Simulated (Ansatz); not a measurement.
## From r2SCAN to G0W0: BiOCl (P4/nmm)

Wanted: the gap of BiOCl (P4/nmm) with a many-body correction, and the time that it takes.

Calculated with Ansatz 0.2.0; r2SCAN, then G0W0 on it, plane waves, PAW.

**What was measured.**

- Gap 3.44 eV: optical gap from Tauc plot; UV-vis diffuse reflectance; powder (hydrothermal powder) (“Synergistic Piezo-Photocatalysis of BiOCl/NaNbO3 Heterojunction Piezoelectric Composite for High-Efficient Organic Pollutant Degradation”, 2022, pmc:8839476).

- Gap 3.36 eV: optical gap from Kubelka-Munk/Tauc analysis; UV-vis diffuse reflectance; powder (solvothermal hierarchical microspheres made without additive) (“Hydrothermal Crystallization of Bismuth Oxychlorides (BiOCl) Using Different Shape Control Reagents”, 2021, pmc:8123882).

### 1. The starting structure

Symmetry: P4/nmm, No. 129, tetragonal system. The conventional cell has a = 3.886 Å, b = 3.886 Å, c = 7.349 Å, α = 90.00°, β = 90.00°, γ = 90.00°. Nearest to Bi lie 4 O at 2.31 Å and 4 Cl at 3.06 Å. Nearest to Cl lie 4 Bi at 3.06 Å. O has 4 Bi at 2.31 Å nearest. Farther neighbours and most contacts between anions are not listed.

Coordinates:

```cif
data_structure
_symmetry_space_group_name_H-M 'P 1'
_symmetry_Int_Tables_number 1
_cell_length_a 3.8855
_cell_length_b 3.8855
_cell_length_c 7.3489
_cell_angle_alpha 90.000
_cell_angle_beta 90.000
_cell_angle_gamma 90.000
_cell_volume 110.95
loop_
_atom_site_label
_atom_site_type_symbol
_atom_site_fract_x
_atom_site_fract_y
_atom_site_fract_z
_atom_site_occupancy
Bi1 Bi 0.50000 0.00000 0.32904 1
Bi2 Bi 0.00000 0.50000 0.67096 1
Cl3 Cl 0.00000 0.50000 0.14720 1
Cl4 Cl 0.50000 0.00000 0.85280 1
O5 O 0.00000 0.00000 0.50000 1
O6 O 0.50000 0.50000 0.50000 1
```

The cell and positions come from the Crystallography Open Database and are kept as given unless a step says otherwise. Spin-orbit coupling is left out unless a step names it.

The logs state that the PAW files were generated under PBE.

### 2. Bands along the symmetry lines

Levels along a band path and on the mesh show where this functional puts the band edges.

This step: DFT, r2SCAN, plane waves, PAW; PAW set soft_1.

The input, input.yaml:

```yaml
crystal:
  lattice:
    - [3.88551, 0.0, 0.0]
    - [0.0, 3.88551, 0.0]
    - [0.0, 0.0, 7.3489]
  atoms:
    - { symbol: Bi, position: [0.5, 0.0, 0.32904] }
    - { symbol: Bi, position: [0.0, 0.5, 0.67096] }
    - { symbol: Cl, position: [0.0, 0.5, 0.1472] }
    - { symbol: Cl, position: [0.5, 0.0, 0.8528] }
    - { symbol: O, position: [0.0, 0.0, 0.5] }
    - { symbol: O, position: [0.5, 0.5, 0.5] }
kpoints:
  mp_grid: { grid: [6, 6, 4] }
  band_path:
    path:
      - [[0.0, 0.0, 0.0], [0.0, 0.5, 0.0], [0.5, 0.5, 0.0], [0.0, 0.0, 0.0], [0.0, 0.0, 0.5], [0.0, 0.5, 0.5], [0.5, 0.5, 0.5], [0.0, 0.0, 0.5]]
      - [[0.0, 0.5, 0.0], [0.0, 0.5, 0.5]]
      - [[0.5, 0.5, 0.0], [0.5, 0.5, 0.5]]
    npoints: 10
hamiltonian:
  xc: r2scan
  pseudopotentials: { kind: paw, azcp: { folder: soft_1 } }
scf:
  occupations: { method: fermi_dirac, width: 0.02 }
  n_extra_bands: 6
output:
  eigenvalues: true
  write_density: true
  write_potential: true
  elf: true
  volumetric_format: npy
```

Command:

```
$ ansatz run input.yaml --threads 4 --pin off --max-ram 138240MiB --backend cuda --events-out ev --progress --plain --runs-dir out --devices 1 --max-vram 26GiB
```

Numbers of over 12 decimals in the logs are rounded to 6 here.

Log:

```text
scf.n_extra_bands = 6 over 28 filled bands (N_el = 56.0): the run solves 34 bands
GPUs: using 1 of 1 available (devices: 1).
Engine: ansatz 0.2.0, x86_64-unknown-linux-gnu
Pseudopotentials: kind: paw
Pseudopotential: Bi, paw, valence charge 15, recommended cutoff 500 eV (meta_gga), soft_1/Bi.paw.azcp
Pseudopotential: Cl, paw, valence charge 7, recommended cutoff 500 eV (meta_gga), soft_1/Cl.paw.azcp
Pseudopotential: O, paw, valence charge 6, recommended cutoff 500 eV (meta_gga), soft_1/O.paw.azcp
Functional definition: r2SCAN
  parameter k0 = 0.174
  parameter k1 = 0.065
  parameter a1 = 4.9479
  exchange = r2scan_x(k0 = k0, k1 = k1, a1 = a1)
  correlation = r2scan_c
device memory: the entry about to start is reckoned to put 2.5 GiB on a device that reports 39.6 GiB free (of which the cap on the GPU budget leaves the run 26.0 GiB)
GPU FFT provider: cuFFT
GPU libraries: cuBLAS 13.8.2, cuFFT 12.4.0, cuSOLVER 12.3.4
Crystal: 6 atoms, lattice volume = 110.948 Å³
Basis set: ecut = 500 eV, 2787 PW (Γ), exchange–correlation on 120×120×216 points (64 copies of the dense FFT grid, shifted against one another)
Bands: 34, of which v1, the nominal top of the filled ones, is band 28 counted from 1 (27 counted from 0)
Symmetry: 16 space group operations
Space group: P4/nmm (ITA 129), of the structure as read, at distance tolerance 4.8e-5 Å
k-points: 30 of 144
Non-local potential: Bi, projectors of the file, l = 0: 2, l = 1: 2, l = 2: 2, l = 3: 1
Non-local potential: Cl, projectors of the file, l = 0: 2, l = 1: 2, l = 2: 1
Non-local potential: O, projectors of the file, l = 0: 2, l = 1: 2, l = 2: 1
PAW form: soft (Blöchl's): semilocal exchange-correlation on the pseudo side does not see the compensation charge
PAW frozen core: Bi, regenerated for the run's functional (the file was generated under x = pbe(κ = 0.804, μ = 0.219515), c = pbe(β = 0.066725))
PAW frozen core: Cl, regenerated for the run's functional (the file was generated under x = pbe(κ = 0.804, μ = 0.219515), c = pbe(β = 0.066725))
PAW frozen core: O, regenerated for the run's functional (the file was generated under x = pbe(κ = 0.804, μ = 0.219515), c = pbe(β = 0.066725))
PAW one-centre angular grid: Bi, 590 points (default); XC on 160 Gauss nodes
PAW one-centre angular grid: Cl, 302 points (default); XC on 160 Gauss nodes
PAW one-centre angular grid: O, 302 points (default); XC on 160 Gauss nodes
Initial density: superposition of atomic densities (chi_scale 0.1, normalization cell, long waves kept (reshape's long-wave potential 0.06 eV rms))
Initial wavefunctions: pseudopotential atomic-orbital guess
GPU buffer pool allocated for 48600 grid points (all kernels)
GPU transforms: local potential and band sums: pruned to the plane-wave sphere, on 30×30×54
Functional: x = r2scan, c = r2scan; τ floored in thin density (d = 2e-4 eV/Å³)
SCF iter   1: F=—  HF=-28133.923866 eV  |F-HF|=—  |Δ(HF+E_count)|=         —  Δρ=4.38e-2  dr2=2.03e0  dr2_τ=2.24e-1  ethr=3.10e-3  ⟨swp⟩=8.9  Hψ=4749  notcnv=0
preconditioner: auto → Resta (q_TF=auto, 2.434 Å⁻¹)  ε∞=3.2  [insulator: Δε(μ)=2.821 eV  Ē_g=17.800 eV  σ=0.020 eV  W_gap=1.00  n_scr=28 (ndim 8)  ℏωp=26.4 eV  f_vac=0.003  D(μ)=0.00/eV (n_scr^D=0)  ε∞_Penn≈3.2]
SCF iter   2: F=—  HF=-28133.991947 eV  |F-HF|=—  |Δ(HF+E_count)|=   6.81e-2  Δρ=2.41e-2  dr2=3.71e-1  dr2_τ=5.55e-2  ethr=3.10e-3  ⟨swp⟩=2.9  Hψ=1992  notcnv=0  defer=60
SCF iter   3: F=—  HF=-28134.100793 eV  |F-HF|=—  |Δ(HF+E_count)|=   1.09e-1  Δρ=1.11e-2  dr2=1.30e-1  dr2_τ=8.67e-3  ethr=6.62e-4  ⟨swp⟩=2.4  Hψ=1787  notcnv=0  defer=60
SCF iter   4: F=—  HF=-28134.135629 eV  |F-HF|=—  |Δ(HF+E_count)|=   3.48e-2  Δρ=2.73e-3  dr2=3.99e-3  dr2_τ=5.32e-4  ethr=2.32e-4  ⟨swp⟩=2.9  Hψ=1971  notcnv=0  defer=60
SCF iter   5: F=—  HF=-28134.138667 eV  |F-HF|=—  |Δ(HF+E_count)|=   3.04e-3  Δρ=3.41e-4  dr2=8.73e-5  dr2_τ=1.07e-5  ethr=7.12e-6  ⟨swp⟩=2.0  Hψ=1528  notcnv=0  defer=60
SCF iter   6: F=—  HF=-28134.138866 eV  |F-HF|=—  |Δ(HF+E_count)|=   1.99e-4  Δρ=9.29e-5  dr2=7.20e-6  dr2_τ=9.06e-7  ethr=1.56e-7  ⟨swp⟩=2.3  Hψ=1749  notcnv=0  defer=60
SCF iter   7: F=—  HF=-28134.138869 eV  |F-HF|=—  |Δ(HF+E_count)|=   2.86e-6  Δρ=1.80e-5  dr2=2.54e-7  dr2_τ=3.51e-8  ethr=1.29e-8  ⟨swp⟩=2.0  Hψ=1500  notcnv=0  defer=60
SCF iter   8: F=-28134.138869 eV  HF=-28134.138869 eV  |F-HF|=4.99e-9  |Δ(HF+E_count)|=   1.13e-7  Δρ=3.17e-6  dr2=1.30e-8  dr2_τ=8.53e-10  ethr=1.79e-10  ⟨swp⟩=9.0  Hψ=3409  notcnv=0
SCF 1 converged in 8 iterations: F = -28134.138869 eV  dr2 = 1.30e-8
  greatest PAW one-centre occupation: 0.990 electrons in one spin orbital (limit 2), on the Bi atom at site 1 (counted from 0), in its partial waves of l = 2
device memory: the entry about to start is reckoned to put 5.2 GiB on a device that reports 50.7 GiB free (of which the cap on the GPU budget leaves the run 26.0 GiB)
NSCF: frozen V_eff on 93 k-points, pencils in batches of 32, up to order 152
SCF converged after 8 iterations
Free energy (F): -28134.138869 eV
Harris-Foulkes:  -28134.138869 eV  (|F-HF|=4.99e-9)
Internal energy: -28134.138869 eV  (E = F + TS)
E sigma→0 (E₀):  -28134.138869 eV
Fermi energy:    9.179247 eV
--- Per-component energies (eV) ---
  E_band       = -234.088119
  E_kinetic    = 1147.392708
  E_local      = -4303.379902  (includes V_loc(G=0)·N_el)
  E_nonlocal   = 985.494174
  E_hartree    = 1664.928230
  E_xc         = -636.342847
  E_vxc        = -748.544937  (∫ρ·V_xc dr)
  E_paw        = -23032.752947  (= ΣΔE_a)
  E_vpaw       = -688.789828  (= ΣTr[D̂ρ^β])
  E_aug_tail   = 0.000957  (compensation charges beyond the density's cutoff)
  E_vtau       = 43.883452  (kinetic-family band-sum trace: ∫τ·v_τ [+ j·A + Jᵃ·Aᵃ] dr)
  E_ewald      = -3960.893269
  E_core_change = 1.414028  (= ΣΔE_core)
  E_smearing   = -0.000000  (= −TS)
  E_closure    = -0.000000  (closes the sum)
  Σ components = -28134.138869   (vs F -28134.138869, Δ=0.00e0)
--- Band table (eV; the first three rows and the last of 30) ---
  k-point 0: bands = [... 24 lower, 6.5059, 6.5059, 6.6416, 6.9018, 11.2382, 11.9047, 13.5163, 13.5163, ... 2 higher]
  k-point 1: bands = [... 24 lower, 6.6498, 6.6498, 6.8830, 7.1096, 10.9653, 11.5519, 13.5275, 13.5275, ... 2 higher]
  k-point 2: bands = [... 24 lower, 6.7723, 6.7723, 7.2150, 7.2360, 10.7073, 11.1840, 13.5402, 13.5402, ... 2 higher]
  k-point 29: bands = [... 24 lower, 6.1633, 6.1633, 6.9126, 6.9126, 12.6400, 12.6400, 14.2763, 14.2763, ... 2 higher]
```

Elapsed: 8.1 s, on 1 × NVIDIA H100 80GB HBM3 (shared by 3 runs) with 4 threads of AMD EPYC 7R13 (Zen 3), shared host; peak memory 1.1 GiB.

This step gave:

```
filled bands         : 28
gap                  : 3.047 eV
valence top at       : k = (0.000, 0.400, 0.500)
conduction bottom at : Z
least direct gap     : 3.471 eV
```

Over mesh and path the gap is 3.047 eV, from k = (0.000, 0.400, 0.500) to k = (0.000, 0.000, 0.500). The least direct gap found is 3.471 eV, at k = (0.000, 0.000, 0.500). On the 6×6×4 mesh alone the same run gives 3.094 eV, so that mesh misses an edge of r2SCAN: 3.094 − 3.047 = +0.047 eV.

Electronic bands along the path, in eV, zero at the top of the highest nominally filled band:

```tsv
point	band 25	band 26	band 27	band 28	band 29	band 30	band 31	band 32
Γ	-1.15	-1.15	-1.02	-0.76	3.58	4.24	5.86	5.86
halfway	-1.14	-0.63	-0.38	-0.35	4.86	5.18	5.32	5.54
X	-1.01	-1.01	-0.09	-0.09	5.11	5.11	5.73	5.73
halfway	-1.15	-1.15	-0.76	-0.76	5.06	5.06	5.97	5.97
M	-0.80	-0.80	-0.75	-0.75	4.60	4.60	6.41	6.41
halfway	-0.94	-0.73	-0.56	-0.41	4.45	5.56	5.75	6.05
Γ	-1.15	-1.15	-1.02	-0.76	3.58	4.24	5.86	5.86
halfway	-1.01	-1.01	-0.78	-0.55	3.30	3.89	5.87	5.87
Z	-0.89	-0.89	-0.45	-0.42	3.05	3.52	5.88	5.88
halfway	-0.93	-0.91	-0.63	-0.17	4.52	4.87	5.70	5.80
R	-0.79	-0.79	-0.09	-0.09	4.92	4.92	5.82	5.82
halfway	-1.02	-1.02	-0.72	-0.72	4.59	4.59	6.32	6.32
A	-1.50	-1.50	-0.75	-0.75	4.98	4.98	6.62	6.62
halfway	-1.03	-0.88	-0.63	-0.40	3.97	5.35	5.84	6.08
Z	-0.89	-0.89	-0.45	-0.42	3.05	3.52	5.88	5.88
jump to X	-1.01	-1.01	-0.09	-0.09	5.11	5.11	5.73	5.73
halfway	-0.89	-0.89	-0.10	-0.10	5.02	5.02	5.77	5.77
R	-0.79	-0.79	-0.09	-0.09	4.92	4.92	5.82	5.82
jump to M	-0.80	-0.80	-0.75	-0.75	4.60	4.60	6.41	6.41
halfway	-1.11	-1.11	-0.75	-0.75	4.78	4.78	6.52	6.52
A	-1.50	-1.50	-0.75	-0.75	4.98	4.98	6.62	6.62
```

ELF in the ac plane at fractional y = 0.000, with atoms of Bi and Cl and O within 0.2 Å of it. It is the smooth field of the valence electrons, not physical close to the nuclei.

Values, 24 rows by 14 columns, each cell a mean:
```
0.01 0.04 0.23 0.55 0.77 0.86 0.89 0.89 0.88 0.84 0.73 0.46 0.13 0.03
0.02 0.08 0.42 0.72 0.84 0.87 0.84 0.81 0.85 0.87 0.82 0.65 0.28 0.06
0.03 0.13 0.53 0.79 0.86 0.79 0.55 0.39 0.62 0.83 0.85 0.74 0.39 0.09
0.03 0.14 0.53 0.79 0.86 0.76 0.43 0.24 0.53 0.82 0.85 0.74 0.39 0.09
0.03 0.10 0.43 0.74 0.85 0.83 0.70 0.61 0.74 0.85 0.84 0.67 0.29 0.07
0.03 0.05 0.24 0.57 0.78 0.85 0.84 0.83 0.85 0.84 0.74 0.47 0.15 0.04
0.04 0.04 0.08 0.25 0.53 0.74 0.80 0.81 0.79 0.69 0.45 0.18 0.05 0.04
0.18 0.14 0.07 0.06 0.16 0.36 0.50 0.55 0.48 0.29 0.12 0.06 0.09 0.15
0.55 0.47 0.28 0.10 0.05 0.07 0.12 0.15 0.11 0.06 0.05 0.14 0.35 0.50
0.79 0.76 0.63 0.37 0.12 0.03 0.03 0.03 0.03 0.05 0.17 0.45 0.70 0.77
0.70 0.77 0.77 0.58 0.24 0.06 0.04 0.04 0.04 0.10 0.34 0.66 0.79 0.75
0.37 0.64 0.80 0.65 0.28 0.12 0.14 0.16 0.13 0.14 0.38 0.72 0.78 0.56
0.55 0.72 0.80 0.56 0.24 0.22 0.31 0.34 0.29 0.20 0.30 0.66 0.81 0.68
0.80 0.80 0.66 0.34 0.26 0.35 0.36 0.35 0.37 0.32 0.24 0.42 0.74 0.80
0.68 0.60 0.36 0.24 0.33 0.31 0.22 0.19 0.24 0.34 0.31 0.25 0.44 0.63
0.28 0.21 0.18 0.31 0.39 0.24 0.17 0.31 0.16 0.30 0.40 0.26 0.17 0.23
0.07 0.07 0.18 0.38 0.46 0.28 0.14 0.18 0.16 0.35 0.46 0.33 0.13 0.07
0.03 0.05 0.17 0.39 0.51 0.43 0.30 0.24 0.32 0.47 0.49 0.33 0.11 0.04
0.02 0.03 0.11 0.31 0.47 0.52 0.50 0.48 0.51 0.52 0.44 0.24 0.07 0.03
0.02 0.03 0.05 0.16 0.34 0.47 0.51 0.51 0.50 0.44 0.29 0.12 0.04 0.03
0.02 0.02 0.02 0.05 0.11 0.21 0.26 0.28 0.25 0.18 0.09 0.04 0.02 0.02
0.02 0.01 0.02 0.02 0.03 0.05 0.06 0.07 0.06 0.04 0.03 0.02 0.01 0.02
0.01 0.01 0.02 0.04 0.12 0.24 0.32 0.35 0.31 0.20 0.09 0.03 0.01 0.01
0.01 0.01 0.05 0.20 0.46 0.67 0.75 0.77 0.74 0.61 0.39 0.14 0.03 0.01
```
Columns run along a (3.9 Å), rows up along c (7.3 Å). Atoms in or near the plane, at fractional coordinates: Bi at (0.50, 0.33), Cl at (0.50, 0.85), O at (0.00, 0.50).

Valence density in the ac plane at fractional y = 0.000, with atoms of Bi and Cl and O within 0.2 Å of it. It is the smooth field of the valence electrons, not physical close to the nuclei.

Values in e/Å³, 24 rows by 14 columns, each cell a mean:
```
0.0 0.0 0.1 0.1 0.3 0.6 0.9 1.0 0.9 0.5 0.3 0.1 0.0 0.0
0.0 0.0 0.1 0.3 0.6 1.2 1.6 1.6 1.5 1.0 0.5 0.2 0.1 0.0
0.0 0.1 0.2 0.4 1.0 1.6 1.3 1.0 1.5 1.5 0.8 0.3 0.1 0.0
0.0 0.1 0.2 0.4 1.1 1.6 1.1 0.7 1.3 1.5 0.9 0.3 0.1 0.1
0.0 0.1 0.1 0.4 0.8 1.5 1.6 1.5 1.6 1.3 0.7 0.3 0.1 0.1
0.0 0.1 0.1 0.2 0.5 0.9 1.2 1.3 1.2 0.8 0.4 0.2 0.1 0.1
0.1 0.1 0.1 0.1 0.2 0.4 0.5 0.6 0.5 0.3 0.2 0.1 0.1 0.1
0.1 0.1 0.1 0.1 0.1 0.1 0.2 0.2 0.2 0.1 0.1 0.1 0.1 0.1
0.4 0.3 0.2 0.1 0.1 0.1 0.1 0.1 0.1 0.1 0.1 0.1 0.2 0.3
1.6 1.1 0.5 0.2 0.1 0.1 0.0 0.0 0.0 0.1 0.1 0.3 0.7 1.3
4.6 3.1 1.2 0.4 0.2 0.1 0.1 0.1 0.1 0.1 0.2 0.6 1.7 3.6
7.9 5.4 2.0 0.6 0.3 0.2 0.2 0.2 0.2 0.2 0.3 0.9 2.9 6.2
6.4 4.4 1.7 0.6 0.4 0.4 0.5 0.6 0.5 0.3 0.4 0.8 2.4 5.0
2.2 1.6 0.8 0.5 0.6 1.4 2.4 2.8 2.2 1.1 0.5 0.6 1.1 1.8
0.7 0.6 0.4 0.5 1.2 3.2 5.0 5.8 4.6 2.4 0.9 0.4 0.4 0.6
0.2 0.2 0.2 0.5 1.8 4.6 7.0 8.1 6.5 3.6 1.3 0.4 0.2 0.2
0.1 0.1 0.2 0.5 1.7 4.1 6.3 7.2 5.9 3.2 1.2 0.4 0.1 0.1
0.1 0.1 0.1 0.3 0.9 2.4 3.8 4.3 3.5 1.9 0.7 0.2 0.1 0.1
0.0 0.1 0.1 0.2 0.4 0.9 1.4 1.6 1.3 0.7 0.3 0.1 0.1 0.0
0.0 0.0 0.1 0.1 0.2 0.3 0.4 0.4 0.4 0.2 0.1 0.1 0.1 0.0
0.0 0.0 0.0 0.0 0.1 0.1 0.1 0.1 0.1 0.1 0.1 0.0 0.0 0.0
0.0 0.0 0.0 0.0 0.0 0.1 0.1 0.1 0.1 0.1 0.0 0.0 0.0 0.0
0.0 0.0 0.0 0.0 0.1 0.1 0.1 0.1 0.1 0.1 0.1 0.0 0.0 0.0
0.0 0.0 0.0 0.1 0.1 0.2 0.3 0.3 0.3 0.2 0.1 0.1 0.0 0.0
```
Columns run along a (3.9 Å), rows up along c (7.3 Å). Atoms in or near the plane, at fractional coordinates: Bi at (0.50, 0.33), Cl at (0.50, 0.85), O at (0.00, 0.50).

(Part 1 of 3 ends here.)

[Paths, hosts, dates, memory and timing lines, banners, echoed tables and standing remarks are left out of the program output.]

[Logs are printed without paths, hosts, clocks, repeated set-up lines and the standing remarks that a program may print on its own settings, such as how far it seeks lower states.]

[Runs of the session that timed out or met a known fault of the program may be left out.]

[Cells called generated may have been cut or substituted from an entry of the Crystallography Open Database or the Materials Project.]

[Hosts, paths, dates, database ids (printed as entryN), source tags and the programs' standing remarks are cut or masked in the printed files.]

[Where an RPA ε∞ is given, it is that of the G0W0 mesh and is not shown converged in it. Names of k-points follow the symmetry that the program found, which can be lower than the space group named. Band edges on a path are those of the sampled points; other points can move an edge, and change direct to indirect where valleys lie close.]

[Hybrid gaps are those of their k-mesh and are not shown converged in it.]
